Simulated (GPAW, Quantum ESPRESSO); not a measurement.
# Be (Im-3m): the Be K absorption edge

Do two independent programs agree on the Be K edge of Be (Im-3m)? The same cell and functional are run with XSpectra and with GPAW.

Program: Quantum ESPRESSO 7.5. Level of theory: core-hole supercells, plane-wave PAW LDA (first program; GPAW 26.7.0 follows as the second). Results are calculated unless marked as measured.

Most raw output is cut from this account.

This is not the structure that Be takes at ambient pressure and room temperature (hexagonal, No. 194); it is a model or a phase of other conditions.

### 1. Starting point

The structure is cubic, space group Im-3m (No. 229). Conventional cell: a = 2.506 Å, b = 2.506 Å, c = 2.506 Å, α = 90.00°, β = 90.00°, γ = 90.00°. Nearest to Be lie 8 Be at 2.17 Å.

### 2. The field without a hole (Quantum ESPRESSO)

A plain self-consistent run shows whether there is a gap, which decides the set-up of the core-hole run.

scf.in reads:

```
&control
   calculation='scf', prefix='x', pseudo_dir='../pp', outdir='tmp', tprnfor=.true.
/
&system
   ibrav=0, nat=1, ntyp=1, nbnd=5
   ecutwfc=40, ecutrho=220
   occupations='smearing', smearing='mv', degauss=0.015
/
&electrons
   conv_thr=1.0e-08, electron_maxstep=120
   mixing_beta=0.5
/
ATOMIC_SPECIES
Be3 1.0 Be.lda-n-kjpaw.UPF
CELL_PARAMETERS angstrom
  -1.25312095 1.25312095 1.25312095
  1.25312095 -1.25312095 1.25312095
  1.25312095 1.25312095 -1.25312095
ATOMIC_POSITIONS crystal
Be3  0.00000000 0.00000000 0.00000000
K_POINTS automatic
15 15 15 0 0 0
```

Be.lda-n-kjpaw.ld1.in reads:

```
&input
   title='Be', zed=4., rel=1, iswitch=3, dft='PZ',
   config='[He] 2s2 2p0'
/
&inputp
   file_pseudopw='Be.lda-n-kjpaw.UPF', author='',
   lpaw=.true.,
   pseudotype=3,
   lloc=-1,
   rcloc=0.9,
   which_augfun='PSQ',
   rmatch_augfun_nc=.true.,
   nlcc=.true.,
   new_core_ps=.true.,
   rcore=1.2,
   tm=.true.,
   lgipaw_reconstruction=.true., use_paw_as_gipaw=.true.
/
4
2S  1  0  2.00  0.00  1.40  1.80  0.0
2S  2  0  0.00  6.50  1.40  1.80  0.0
2P  2  1  0.00  0.00  1.70  1.80  0.0
2P  2  1  0.00  6.30  1.70  1.80  0.0
```

Run with:

```
$ OMP_NUM_THREADS=1 mpirun --oversubscribe --bind-to none -np 8 pw.x -nk 8 -in scf.in > scf.out
```

Wall time 1.5 s (8 MPI ranks of Intel Xeon 6975P-C (Granite Rapids), shared host); peak memory 0.05 GiB.

Absorbing atoms carry a label of their own (element plus a letter or digit), as the spectrum program needs them as separate species.

The mesh shows no gap, so the system is treated as a metal and the core electron is put at the Fermi level (neutral cell).

### 3. Spectrum without a core hole, Be atom 1 (Quantum ESPRESSO)

Without a hole the spectrum is the empty density of states of the right symmetry on the absorber, weighted by matrix elements. It needs only the small cell and serves as the baseline.

The absorber has 8 Be at 2.17 Å and 6 Be at 2.51 Å (cube and octahedron, as in bcc, site symmetry m-3m).

xspectra.in reads:

```
&input_xspectra
   calculation='xanes_dipole', edge='K'
   prefix='x', outdir='tmp', xiabs=1, xe0=8.7045
   xonly_plot=.false., x_save_file='xanes.sav'
   xniter=3000, xcheck_conv=20, xerror=0.005
   xcoordcrys=.false., xepsilon(1)=1, xepsilon(2)=0, xepsilon(3)=0
/
&plot
   xnepoint=413, xemin=-10, xemax=45, terminator=.true., cut_occ_states=.true.
   xgamma=0.4
/
&pseudos
   filecore='../Be.wfc'
/
&cut_occ
   cut_desmooth=0.1, cut_stepl=0.05, cut_stepu=0.05, cut_ierror=1e-5
/
16 16 16 0 0 0
```

Run with:

```
$ OMP_NUM_THREADS=1 mpirun --oversubscribe --bind-to none -np 8 xspectra.x -nk 8 -in xspectra.in > xspectra.out
```

Wall time 10 s (8 MPI ranks); peak memory 0.25 GiB; 81 s of CPU time.

The Be K spectrum, Be atom 1, no core hole (energy from the energy zero of the input (xe0, at the border of filled and empty states); intensity scaled to a mean of 1 over the first 20 eV; the points at xe0, where the cut of filled states can leave a spike, are interpolated):

```
E (eV)  intensity
  -2.0       0.03
  -1.0       0.06
   0.0       0.21
   1.0       0.50
   2.0       0.51
   3.0       0.55
   4.0       0.66
   5.0       0.66
   6.0       0.83
   7.0       0.91
   8.0       0.82
   9.0       0.88
  10.0       1.10
  11.0       1.13
  12.0       1.43
  13.0       1.34
  14.0       1.27
  15.0       1.87
  16.0       2.06
  17.0       1.65
  18.0       0.95
  19.0       0.54
  20.0       0.40
  21.0       0.34
  22.0       0.36
  23.0       0.44
  24.0       0.49
  25.0       0.68
  26.0       0.94
  27.0       1.00
  28.0       0.81
  29.0       0.90
  30.0       0.85
  31.0       0.82
  32.0       0.78
```

Main maxima below 24 eV (height): 2.8 eV (0.58), 7.1 eV (0.93), 8.6 eV (0.98), 10.3 eV (1.22), 11.6 eV (1.48), 13.5 eV (1.49) and 16.3 eV (2.07). A K edge sees empty p states on the absorber.

### 4. Another broadening

The final state's lifetime shortens with energy, so measured features broaden above the edge; the saved Lanczos coefficients are redrawn with a width that grows.

xspectra_plot.in reads:

```
&input_xspectra
   calculation='xanes_dipole', edge='K'
   prefix='x', outdir='tmp', xiabs=1, xe0=8.7045
   xonly_plot=.true., x_save_file='xanes.sav'
   xniter=3000, xcheck_conv=20, xerror=0.005
   xcoordcrys=.false., xepsilon(1)=1, xepsilon(2)=0, xepsilon(3)=0
/
&plot
   xnepoint=413, xemin=-10, xemax=45, terminator=.true., cut_occ_states=.true.
   gamma_mode='variable', gamma_energy(1)=4, gamma_energy(2)=25, gamma_value(1)=0.3, gamma_value(2)=2.5
/
&pseudos
   filecore='../Be.wfc'
/
&cut_occ
   cut_desmooth=0.1, cut_stepl=0.05, cut_stepu=0.05, cut_ierror=1e-5
/
16 16 16 0 0 0
```

Run with:

```
$ OMP_NUM_THREADS=1 xspectra.x -in xspectra_plot.in > xspectra_plot.out
```

It took 19 s on 1 MPI rank; peak memory 0.34 GiB.

With a Lorentzian half width 0.3 eV up to 4 eV, rising linearly to 2.5 eV at 25 eV, the maxima are 0.9 eV (0.57), 2.8 eV (0.65), 4.2 eV (0.82), 5.8 eV (0.87), 7.1 eV (0.91) and 15.5 eV (1.58).

### 5. Reference energy of the supercell (Quantum ESPRESSO)

The photon energy needs a difference of total energies, so the cell and mesh of the coming hole run are first run without a hole.

scf.in reads:

```
&control
   calculation='scf', prefix='x', pseudo_dir='../pp', outdir='tmp', tprnfor=.true.
/
&system
   ibrav=0, nat=27, ntyp=1, nbnd=33
   ecutwfc=40, ecutrho=220
   occupations='smearing', smearing='mv', degauss=0.015
/
&electrons
   conv_thr=2.7e-07, electron_maxstep=120
   mixing_beta=0.5
/
ATOMIC_SPECIES
Be 1.0 Be.lda-n-kjpaw.UPF
CELL_PARAMETERS angstrom
  -3.75936285 3.75936285 3.75936285
  3.75936285 -3.75936285 3.75936285
  3.75936285 3.75936285 -3.75936285
ATOMIC_POSITIONS crystal
Be   0.00000000 0.00000000 0.00000000
Be   0.00000000 0.00000000 0.33333333
Be   0.00000000 0.33333333 0.00000000
Be   0.33333333 0.00000000 0.00000000
Be   0.00000000 0.00000000 0.66666667
Be   0.00000000 0.33333333 0.33333333
Be   0.00000000 0.66666667 0.00000000
Be   0.33333333 0.00000000 0.33333333
[... 15 atom lines left out ...]
Be   0.33333333 0.66666667 0.66666667
Be   0.66666667 0.33333333 0.66666667
Be   0.66666667 0.66666667 0.33333333
Be   0.66666667 0.66666667 0.66666667
K_POINTS automatic
5 5 5 0 0 0
```

Run with:

```
$ OMP_NUM_THREADS=1 mpirun --oversubscribe --bind-to none -np 8 pw.x -nk 8 -in scf.in > scf.out
```

Run time: 11 s. Hardware: 8 MPI ranks; peak memory 0.13 GiB.

Reference energy: -10727.515 eV with the cores included.

### 6. The atom with a core hole (Quantum ESPRESSO)

The final state has one core electron fewer, so a PAW data set is made for an atom with that hole.

Be.lda-n-kjpaw-1sch.ld1.in reads:

```
&input
   title='Be', zed=4., rel=1, iswitch=3, dft='PZ',
   config='1s1 2s2 2p1'
/
&inputp
   file_pseudopw='Be.lda-n-kjpaw-1sch.UPF', author='',
   lpaw=.true.,
   pseudotype=3,
   lloc=-1,
   rcloc=0.9,
   which_augfun='PSQ',
   rmatch_augfun_nc=.true.,
   nlcc=.true.,
   new_core_ps=.true.,
   rcore=1.2,
   tm=.true.,
   zval=3,
   lgipaw_reconstruction=.true., use_paw_as_gipaw=.true.
/
4
2S  1  0  2.00  0.00  1.40  1.80  0.0
2S  2  0  0.00  6.50  1.40  1.80  0.0
2P  2  1  1.00  0.00  1.70  1.80  0.0
2P  2  1  0.00  6.30  1.70  1.80  0.0
```

Run with:

```
$ ld1.x < Be.lda-n-kjpaw-1sch.ld1.in > Be.lda-n-kjpaw-1sch.ld1.out
```

Wall time 0.75 s (1 MPI rank); peak memory 0.12 GiB.

Removing the core electron and adding it to the valence shell costs the free atom 117.7 eV.

### 7. Supercell with XCH, Be atom 1 (Quantum ESPRESSO)

The holes are 6.5 Å apart. The excited electron is kept in the cell, where it fills the lowest empty states and screens the hole.

scf.in: that of step 5 with these lines changed.

```diff
@@ -4,3 +4,3 @@
 &system
-   ibrav=0, nat=27, ntyp=1, nbnd=33
+   ibrav=0, nat=27, ntyp=2, nbnd=34
    ecutwfc=40, ecutrho=220
@@ -13,2 +13,3 @@
 ATOMIC_SPECIES
+Be0 1.0 Be.lda-n-kjpaw-1sch.UPF
 Be 1.0 Be.lda-n-kjpaw.UPF
@@ -19,3 +20,3 @@
 ATOMIC_POSITIONS crystal
-Be   0.00000000 0.00000000 0.00000000
+Be0  0.00000000 0.00000000 0.00000000
 Be   0.00000000 0.00000000 0.33333333
```

Run with:

```
$ OMP_NUM_THREADS=1 mpirun --oversubscribe --bind-to none -np 8 pw.x -nk 8 -in scf.in > scf.out
```

Wall time 24 s (8 MPI ranks); peak memory 0.14 GiB.

Energy with the hole: -10612.484 eV, cores included.

### 8. Spectrum with XCH, Be atom 1 (Quantum ESPRESSO)

The Lanczos recursion gives the spectrum without computing empty bands; each polarisation needs a run of its own on the full k mesh. xe0 is set between filled and empty states, and states below it are cut, here at the Fermi level, which holds the excited electron. The file of filecore holds the core orbital, taken from the hole-free data set.

xspectra.in: that of step 3 with these lines changed.

```diff
@@ -2,3 +2,3 @@
    calculation='xanes_dipole', edge='K'
-   prefix='x', outdir='tmp', xiabs=1, xe0=8.7045
+   prefix='x', outdir='tmp', xiabs=1, xe0=8.8885
    xonly_plot=.false., x_save_file='xanes.sav'
@@ -17,2 +17,2 @@
 /
-16 16 16 0 0 0
+6 6 6 0 0 0
```

Run with:

```
$ OMP_NUM_THREADS=1 mpirun --oversubscribe --bind-to none -np 8 xspectra.x -nk 8 -in xspectra.in > xspectra.out
```

Run time: 99 s. Hardware: 8 MPI ranks; peak memory 0.13 GiB.

The Be K spectrum, Be atom 1, excited-electron core hole (neutral cell) (energy from the energy zero of the input (xe0, at the border of filled and empty states); intensity scaled to a mean of 1 over the first 20 eV; the points at xe0, where the cut of filled states can leave a spike, are interpolated):

| E (eV) | intensity |
| --- | --- |
| -2.0 | 0.07 |
| -1.5 | 0.09 |
| -1.0 | 0.15 |
| -0.5 | 0.28 |
| 0.0 | 0.67 |
| 0.5 | 1.05 |
| 1.0 | 0.97 |
| 1.5 | 0.92 |
| 2.0 | 0.86 |
| 2.5 | 0.83 |
| 3.0 | 1.01 |
| 3.5 | 1.16 |
| 4.0 | 1.33 |
| 4.5 | 1.47 |
| 5.0 | 1.39 |
| 5.5 | 1.26 |
| 6.0 | 1.18 |
| 6.5 | 1.08 |
| 7.0 | 1.11 |
| 7.5 | 1.13 |
| 8.0 | 1.22 |
| 8.5 | 1.21 |
| 9.0 | 1.17 |
| 9.5 | 1.30 |
| 10.0 | 1.43 |
| 10.5 | 1.66 |
| 11.0 | 1.71 |
| 11.5 | 1.38 |
| 12.0 | 1.10 |
| 12.5 | 1.06 |
| 13.0 | 0.89 |
| 13.5 | 0.89 |
| 14.0 | 1.11 |
| 14.5 | 1.09 |
| 15.0 | 1.16 |
| 15.5 | 1.03 |
| 16.0 | 0.74 |
| 16.5 | 0.61 |
| 17.0 | 0.51 |
| 17.5 | 0.40 |
| 18.0 | 0.32 |
| 18.5 | 0.27 |
| 19.0 | 0.25 |
| 19.5 | 0.21 |
| 20.0 | 0.21 |
| 20.5 | 0.23 |
| 21.0 | 0.28 |
| 21.5 | 0.31 |
| 22.0 | 0.31 |
| 22.5 | 0.32 |
| 23.0 | 0.42 |
| 23.5 | 0.53 |
| 24.0 | 0.57 |
| 24.5 | 0.61 |
| 25.0 | 0.85 |
| 25.5 | 0.90 |
| 26.0 | 0.74 |
| 26.5 | 0.70 |
| 27.0 | 0.70 |
| 27.5 | 0.66 |
| 28.0 | 0.59 |
| 28.5 | 0.55 |
| 29.0 | 0.56 |
| 29.5 | 0.57 |
| 30.0 | 0.52 |
| 30.5 | 0.50 |
| 31.0 | 0.56 |
| 31.5 | 0.55 |
| 32.0 | 0.54 |

Main maxima below 24 eV (height): 0.5 eV (1.07), 4.7 eV (1.48), 8.0 eV (1.23), 10.8 eV (1.79), 14.2 eV (1.14) and 15.1 eV (1.18). 

The total-energy difference is 115.03 eV. One term is added: -4.44 eV, since the hole is spin-paired here and a spin-polarised one costs that much less in the free atom (computed apart). The photon energy is then 110.59 eV. The tabulated edge of the element is 111.5 eV. The functional leaves an error in such absolute values: in the free atom LDA prices this hole 1.6 eV below PBE (computed apart), and PBE is itself good to a few eV.

### 9. Another broadening

xspectra_plot.in: that of step 4 with these lines changed.

```diff
@@ -2,3 +2,3 @@
    calculation='xanes_dipole', edge='K'
-   prefix='x', outdir='tmp', xiabs=1, xe0=8.7045
+   prefix='x', outdir='tmp', xiabs=1, xe0=8.8885
    xonly_plot=.true., x_save_file='xanes.sav'
@@ -17,2 +17,2 @@
 /
-16 16 16 0 0 0
+6 6 6 0 0 0
```

Run with:

```
$ OMP_NUM_THREADS=1 xspectra.x -in xspectra_plot.in > xspectra_plot.out
```

Run time: 2.5 s. Hardware: 1 MPI rank; peak memory 0.05 GiB.

With a Lorentzian half width 0.3 eV up to 4 eV, rising linearly to 2.5 eV at 25 eV, the maxima are 0.5 eV (1.21), 1.2 eV (1.01), 2.1 eV (0.88), 3.3 eV (1.19), 4.6 eV (1.51) and 10.6 eV (1.41).

### 10. The field without a hole (GPAW)

The second program starts from its own ground state, on the same cell and functional.

scf.py reads:

```python
import numpy as np
from ase import Atoms
from ase.parallel import parprint, paropen
from gpaw import GPAW, PW, FermiDirac, Mixer, MixerDif, setup_paths
from gpaw.test import gen
setup_paths.insert(0, '.')
gen('Be', name='nch1s', xcname='LDA', corehole=(1, 0, 0), write_xml=True)
from gpaw.mpi import world
world.barrier()

atoms = Atoms('Be',
    cell=[[-1.25312095, 1.25312095, 1.25312095],
     [1.25312095, -1.25312095, 1.25312095],
     [1.25312095, 1.25312095, -1.25312095]],
    scaled_positions=[[0, 0, 0]],
    pbc=True)
atoms.calc = calc = GPAW(legacy_gpaw=True, mode=PW(500, force_complex_dtype=True), xc='LDA', setups={0: 'nch1s'},
    kpts={'size': (14, 14, 14), 'gamma': True}, occupations=FermiDirac(0.05),
    charge=0, mixer=Mixer(0.1, 5, 50), maxiter=150,
    convergence={'density': 0.0001, 'eigenstates': 1e-6}, txt='scf.txt')
energy = atoms.get_potential_energy() + calc.get_reference_energy()
ef = calc.get_fermi_level()
out = dict(energy=energy, fermi=ef, forces=atoms.get_forces().tolist())
parprint(f'all-electron energy {energy:.4f} eV, Fermi level {ef:.4f} eV')
ev = np.array([[calc.get_eigenvalues(k, s) for k in range(len(calc.get_ibz_k_points()))] for s in range(calc.get_number_of_spins())])
out['homo'], out['lumo'], out['counts'] = ev[ev < ef].max(), ev[ev > ef].min(), sorted(set((ev < ef).sum((0, 2)).tolist()))
out['filled'] = (ev[:, 0] < ef).sum(1).tolist()
import json
with paropen('out.json', 'w') as f:
    json.dump(out, f)
```

Run with:

```
$ OMP_NUM_THREADS=1 mpirun -n 8 gpaw python scf.py
```

The job ended after 3.1 s (8 MPI ranks; peak memory 0.16 GiB; 23 s of CPU time).

The mesh shows no gap, so the system is treated as a metal and the core electron is put at the Fermi level (neutral cell).

### 11. Spectrum without a core hole, Be atom 1 (GPAW)

Without a hole the spectrum is the empty density of states of the right symmetry on the absorber, weighted by matrix elements. It needs only the small cell and serves as the baseline. The data set with a hole of occupation 0 only carries the core orbital.

xas.py reads:

```python
import numpy as np
from ase import Atoms
from ase.parallel import parprint, paropen
from gpaw import GPAW, PW, FermiDirac, Mixer, MixerDif, setup_paths
from gpaw.test import gen
setup_paths.insert(0, '.')
gen('Be', name='nch1s', xcname='LDA', corehole=(1, 0, 0), write_xml=True)
from gpaw.mpi import world
world.barrier()

atoms = Atoms('Be',
    cell=[[-1.25312095, 1.25312095, 1.25312095],
     [1.25312095, -1.25312095, 1.25312095],
     [1.25312095, 1.25312095, -1.25312095]],
    scaled_positions=[[0, 0, 0]],
    pbc=True)
atoms.calc = calc = GPAW(legacy_gpaw=True, mode=PW(500, force_complex_dtype=True), xc='LDA', setups={0: 'nch1s'},
    kpts={'size': (19, 19, 19), 'gamma': True}, occupations=FermiDirac(0.1),
    charge=0, mixer=Mixer(0.1, 5, 50), maxiter=150,
    convergence={'density': 0.0001, 'eigenstates': 1e-6}, txt='scf.txt')
energy = atoms.get_potential_energy() + calc.get_reference_energy()
ef = calc.get_fermi_level()
out = dict(energy=energy, fermi=ef, forces=atoms.get_forces().tolist())
parprint(f'all-electron energy {energy:.4f} eV, Fermi level {ef:.4f} eV')
ev = np.array([[calc.get_eigenvalues(k, s) for k in range(len(calc.get_ibz_k_points()))] for s in range(calc.get_number_of_spins())])
out['homo'], out['lumo'], out['counts'] = ev[ev < ef].max(), ev[ev > ef].min(), sorted(set((ev < ef).sum((0, 2)).tolist()))
out['filled'] = (ev[:, 0] < ef).sum(1).tolist()

from ase.units import Ha
from gpaw.xas import dipole_matrix_elements
nb = int(calc.get_number_of_electrons() / 2) + 8
top = nb
nscf = calc.fixed_density(kpts={'size': (17, 17, 17), 'gamma': True},
    convergence={'eigenstates': 1.0}, txt='nscf.txt')
nscf.diagonalize_full_hamiltonian(nbands=nb)
cell = atoms.cell.array
ops = [cell.T @ U.T @ np.linalg.inv(cell.T) for U in nscf.wfs.kd.symmetry.op_scc]
E = np.arange(-25, 34, 0.1)
fwhm = np.interp(E, [4, 25], [0.9, 3.5])
Y, X, zero, highest = 0, 0, 1e9, 1e9
for spin in range(nscf.get_number_of_spins()):
    wfs = nscf.wfs
    mine = wfs.bd.get_slice()  # this rank's bands
    A = dipole_matrix_elements(wfs.setups[0])
    eps = np.zeros((wfs.kd.nibzkpts, nb))
    d = np.zeros((3, A.shape[1], wfs.kd.nibzkpts, nb), complex)
    for kpt in wfs.kpt_u:
        if kpt.s == spin and 0 in kpt.P_ani:
            eps[kpt.k, mine] = kpt.eps_n * Ha
            d[:, :, kpt.k, mine] = (kpt.weight * wfs.nspins / 2) ** 0.5 * np.inner(A, kpt.P_ani[0])
    world.sum(eps)
    world.sum(d)
    T = np.einsum('amkn,bmkn->abkn', d, d.conj()).real
    T = sum(np.einsum('ai,ijkn,bj->abkn', R, T, R) for R in ops) / len(ops)
    empty = eps > ef
    zero, highest = min(zero, eps[empty].min()), min(highest, eps[:, top - 1].min())
    lines = [(eps, T, empty)] if spin == 0 else lines + [(eps, T, empty)]
for eps, T, empty in lines:
    f = np.einsum('aakn->akn', T).reshape(3, -1)
    x = eps.ravel() - zero
    w = np.interp(x, E, fwhm) / 2.35482
    g = np.exp(-0.5 * ((E[:, None] - x) / w) ** 2) / (w * (2 * np.pi) ** 0.5)
    Y = Y + (f * empty.ravel()) @ g.T
    X = X + (f * ~empty.ravel()) @ g.T
out.update(E=E.round(2).tolist(), xas=Y.tolist(), xes=X.tolist(), zero=zero, valid=highest - zero, nk=len(eps), nb=nb)
for i in range(0, len(E), 10):
    parprint(f'{E[i]:7.2f}', *(f'{v:10.3e}' for v in Y[:, i]))
import json
with paropen('out.json', 'w') as f:
    json.dump(out, f)
```

Run with:

```
$ OMP_NUM_THREADS=1 mpirun -n 8 gpaw python xas.py
```

Run time: 4.4 s. Hardware: 8 MPI ranks; peak memory 0.17 GiB; 34 s of CPU time.

The Be K spectrum, Be atom 1, no core hole (energy from the lowest empty level; intensity scaled to a mean of 1 over the first 20 eV):

```csv
E (eV),intensity
-2.00,0.00
-1.25,0.00
-0.50,0.07
0.25,0.44
1.00,0.61
1.75,0.62
2.50,0.58
3.25,0.63
4.00,0.63
4.75,0.86
5.50,0.79
6.25,0.91
7.00,0.86
7.75,0.90
8.50,0.90
9.25,0.96
10.00,1.09
10.75,1.26
11.50,1.36
12.25,1.35
13.00,1.31
13.75,1.37
14.50,1.56
15.25,1.76
16.00,1.77
16.75,1.51
17.50,1.11
18.25,0.74
19.00,0.48
19.75,0.33
20.50,0.27
21.25,0.26
22.00,0.28
22.75,0.32
23.50,0.37
24.25,0.45
25.00,0.54
25.75,0.61
26.50,0.65
27.25,0.65
28.00,0.62
28.75,0.60
29.50,0.57
```

Main maxima below 24 eV (height): 1.4 eV (0.71), 4.9 eV (0.88), 6.4 eV (0.92), 11.7 eV (1.36) and 15.6 eV (1.80). 

The same matrix elements for filled bands give the Be K emission of Be atom 1 (ground-state approximation; energy from the lowest empty level, largest value 1):

```csv
E (eV),emission
-24.00,0.00
-23.25,0.00
-22.50,0.00
-21.75,0.00
-21.00,0.00
-20.25,0.00
-19.50,0.00
-18.75,0.00
-18.00,0.00
-17.25,0.00
-16.50,0.00
-15.75,0.00
-15.00,0.00
-14.25,0.00
-13.50,0.00
-12.75,0.00
-12.00,0.01
-11.25,0.04
-10.50,0.09
-9.75,0.15
-9.00,0.23
-8.25,0.32
-7.50,0.40
-6.75,0.55
-6.00,0.70
-5.25,0.99
-4.50,0.98
-3.75,0.82
-3.00,0.72
-2.25,0.45
-1.50,0.39
-0.75,0.23
0.00,0.18
0.75,0.01
1.50,0.00
2.25,0.00
3.00,0.00
```

Emission maxima: -5.2 eV (1.00).

### 12. Supercell without a hole, the energy reference (GPAW)

Total energies of two programs can't be mixed, so the cell and mesh of GPAW's hole run get a reference energy of their own.

scf.py: that of step 10 with these lines changed.

```diff
@@ -10,10 +10,36 @@
 
-atoms = Atoms('Be',
-    cell=[[-1.25312095, 1.25312095, 1.25312095],
-     [1.25312095, -1.25312095, 1.25312095],
-     [1.25312095, 1.25312095, -1.25312095]],
-    scaled_positions=[[0, 0, 0]],
+atoms = Atoms('Be27',
+    cell=[[-3.75936285, 3.75936285, 3.75936285],
+     [3.75936285, -3.75936285, 3.75936285],
+     [3.75936285, 3.75936285, -3.75936285]],
+    scaled_positions=[[0, 0, 0],
+     [0, 0, 0.33333333],
+     [0, 0.33333333, 0],
+     [0.33333333, 0, 0],
+     [0, 0, 0.66666667],
+     [0, 0.33333333, 0.33333333],
+     [0, 0.66666667, 0],
+     [0.33333333, 0, 0.33333333],
+     [0.33333333, 0.33333333, 0],
+     [0.66666667, 0, 0],
+     [0, 0.33333333, 0.66666667],
+     [0, 0.66666667, 0.33333333],
+     [0.33333333, 0, 0.66666667],
+     [0.33333333, 0.33333333, 0.33333333],
+     [0.33333333, 0.66666667, 0],
+     [0.66666667, 0, 0.33333333],
+     [0.66666667, 0.33333333, 0],
+     [0, 0.66666667, 0.66666667],
+     [0.33333333, 0.33333333, 0.66666667],
+     [0.33333333, 0.66666667, 0.33333333],
+     [0.66666667, 0, 0.66666667],
+     [0.66666667, 0.33333333, 0.33333333],
+     [0.66666667, 0.66666667, 0],
+     [0.33333333, 0.66666667, 0.66666667],
+     [0.66666667, 0.33333333, 0.66666667],
+     [0.66666667, 0.66666667, 0.33333333],
+     [0.66666667, 0.66666667, 0.66666667]],
     pbc=True)
 atoms.calc = calc = GPAW(legacy_gpaw=True, mode=PW(500, force_complex_dtype=True), xc='LDA', setups={0: 'nch1s'},
-    kpts={'size': (14, 14, 14), 'gamma': True}, occupations=FermiDirac(0.05),
+    kpts={'size': (5, 5, 5), 'gamma': True}, occupations=FermiDirac(0.1),
     charge=0, mixer=Mixer(0.1, 5, 50), maxiter=150,
```

Run with:

```
$ OMP_NUM_THREADS=1 mpirun -n 8 gpaw python scf.py
```

Wall time 9 s (8 MPI ranks); peak memory 0.25 GiB.

Reference energy: -10726.488 eV with the cores included.

(Part 1 of 2 ends here.)

[Logs are printed without paths, hosts, clocks, repeated set-up lines and the standing remarks that a program may print on its own settings, such as how far it seeks lower states.]

[Hosts, paths, dates, database ids (printed as entryN), source tags and the programs' standing remarks are cut or masked in the printed files.]

[Lists of maxima count a maximum above −3 eV only where it reaches 4 % of the highest in the window and stands out from its surroundings by 2 % of it (1.5 % where it reaches 55 %); shoulders and weaker maxima are passed over, and of the rest the first, up to two pre-edge ones and the few strongest are named.]
